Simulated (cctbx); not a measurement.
**From intensities to atoms**

Cell a = 11.2350 Å, b = 11.2350 Å, c = 11.2350 Å, α = 90.00°, β = 90.00°, γ = 90.00°; space group Fm-3m (no. 225); content Ni84 Sc8 Al24.

The data are simulated with cctbx, not measured: synchrotron X-rays, λ = 0.4959 Å, to d = 0.65 Å, 95 % of the full sphere, strongest reflection 20000 counts, noise from counting, a 4 % proportional error and a noise floor of 4 counts (s.d.); no absorption.

Charge flipping in P1 on normalised amplitudes to 0.65 Å, δ = 1.1 σ, 30 % of the reflections treated as weak, 200 cycles:

```text
cycle      R  skewness
    0  0.698     0.34
   16  0.336     5.05
   32  0.220     4.72
   48  0.219     4.53
   64  0.219     4.45
   80  0.220     4.40
   96  0.230     4.38
  112  0.219     4.35
  128  0.212     4.34
  144  0.221     4.42
  160  0.218     4.50
  176  0.212     4.55
  192  0.219     4.58
origin shift          correlation  skewness
 0.467  0.177  0.012      0.908      0.89
 0.377  0.234  0.305      0.937      3.19
 0.134  0.014  0.015      0.866      0.96
 0.224  0.205  0.240      0.894      1.07
taken: symmetry correlation 0.937, skewness 3.19
peak      x       y       z  mult  height/sigma
Q1    0.0000  0.0000  0.0000    4     11.4
Q2    0.0000  0.1707  0.1707   48     10.1
Q3    0.1195  0.1195  0.3805   32      8.7
Q4    0.2500  0.2500  0.2500    8      5.5
Q5    0.0000  0.0000  0.2634   24      5.2
Q6    0.0733  0.0733  0.2691   96      2.2
Q7    0.0000  0.0000  0.3999   24      2.2
Q8    0.0667  0.0667  0.4333   32      2.2
Q9    0.1363  0.1363  0.1363   32      2.1
Q10   0.0000  0.2119  0.2881   48      1.7
```

The origin is taken among those within 0.04 of the best correlation, by the skewness of the map.

It took 6.8 s on 1 thread of Arm Neoverse N1, with other jobs on the host, peak memory 0.09 GiB.

**Question.** Which peaks are atoms, and which elements?

Heights go roughly as Z and multiplicities must add up to the content. First model: Q1 = Ni1 (4 in the cell, height 11.4), Q2 = Ni2 (48 in the cell, height 10.1), Q3 = Ni3 (32 in the cell, height 8.7), Q4 = Sc1 (8 in the cell, height 5.5) and Q5 = Al1 (24 in the cell, height 5.2). Against the true structure, Q1 is Ni, Q2 is Ni, Q3 is Ni, Q4 is Sc and Q5 is Al; the other peaks are not atoms.

Least squares on F², isotropic:

```text
Rint 0.045, 175 unique reflections to 0.65 A
cycle     R1     wR2    GooF  max shift (A)
   1  0.2363  0.5050  30.593   0.11693
   2  0.0414  0.1079   6.536   0.00009
final R1 0.0414 wR2 0.1079 GooF 6.536  parameters 8  data/parameter 21.9
atom        x        y        z      Ueq    occ   su(xyz)  su(Uiso or U11)
Ni1    0.00000  0.00000  0.00000   0.0142  1.000  0.00000  0.0008
Ni2    0.00000  0.17028  0.17028   0.0170  1.000  0.00009  0.0004
Ni3    0.11349  0.11349  0.38651   0.0178  1.000  0.00009  0.0004
Sc1    0.25000  0.25000  0.25000   0.0133  1.000  0.00000  0.0007
Al1    0.00000  0.00000  0.26996   0.0218  1.000  0.00048  0.0009
difference map: max 3.61 min -3.22 rms 0.39
Q1    0.1346  0.1346  0.3654   32    3.88  0.41 A from Ni3
Q2    0.0910  0.0910  0.4090   32    3.74  0.44 A from Ni3
Q3    0.0000  0.1939  0.1939   48    2.34  0.37 A from Ni2
Q4    0.0000  0.1421  0.1421   48    2.27  0.45 A from Ni2
Q5    0.0000  0.1002  0.3998   48    1.02  1.29 A from Ni3
```

Anisotropic refinement:

```text
Rint 0.045, 175 unique reflections to 0.65 A
cycle     R1     wR2    GooF  max shift (A)
   1  0.0414  0.1079   6.616   0.00679
   2  0.0077  0.0161   0.987   0.00000
final R1 0.0077 wR2 0.0161 GooF 0.987  parameters 12  data/parameter 14.6
atom        x        y        z      Ueq    occ   su(xyz)  su(Uiso or U11)
Ni1    0.00000  0.00000  0.00000   0.0140  1.000  0.00000  0.0001
Ni2    0.00000  0.17030  0.17030   0.0171  1.000  0.00001  0.0001
Ni3    0.11342  0.11342  0.38658   0.0179  1.000  0.00001  0.0001
Sc1    0.25000  0.25000  0.25000   0.0132  1.000  0.00000  0.0001
Al1    0.00000  0.00000  0.27056   0.0217  1.000  0.00007  0.0002
difference map: max 0.34 min -0.40 rms 0.09
Q1    0.1348  0.1913  0.1913   96    0.36  1.55 A from Ni2
Q2    0.0000  0.0000  0.3542   24    0.35  0.94 A from Al1
Q3    0.2126  0.2126  0.2126   32    0.33  0.73 A from Sc1
Q4    0.1079  0.1514  0.1514   96    0.31  1.25 A from Ni2
Q5    0.0364  0.0364  0.1490   96    0.27  1.48 A from Al1
Q6    0.0000  0.1119  0.3050   96    0.24  1.32 A from Al1
```

**Reading.** The refinement ends at R1 = 0.0077, wR2 = 0.0161, GooF = 0.99, with difference density between -0.40 and 0.34 e/Å³. Every site matches the true model in element, within 0.001 Å r.m.s., up to an allowed shift of origin.

True model:

```csv
atom,mult.,x,y,z,Ueq (Å²)
Ni1,48,0,0.8297,0.8297,0.0172
Ni2,32,0.3866,0.8866,0.8866,0.0180
Ni3,4,0,0,0,0.0138
Sc1,8,1/4,3/4,3/4,0.0131
Al1,24,0.7294,0,0,0.0217
```

This is a model crystal, built by substitution and not relaxed, with assumed displacement parameters.

[Middle refinement cycles are left out of these outputs.]

[Logs are printed without paths, hosts, clocks, repeated set-up lines and the standing remarks that a program may print on its own settings, such as how far it seeks lower states.]
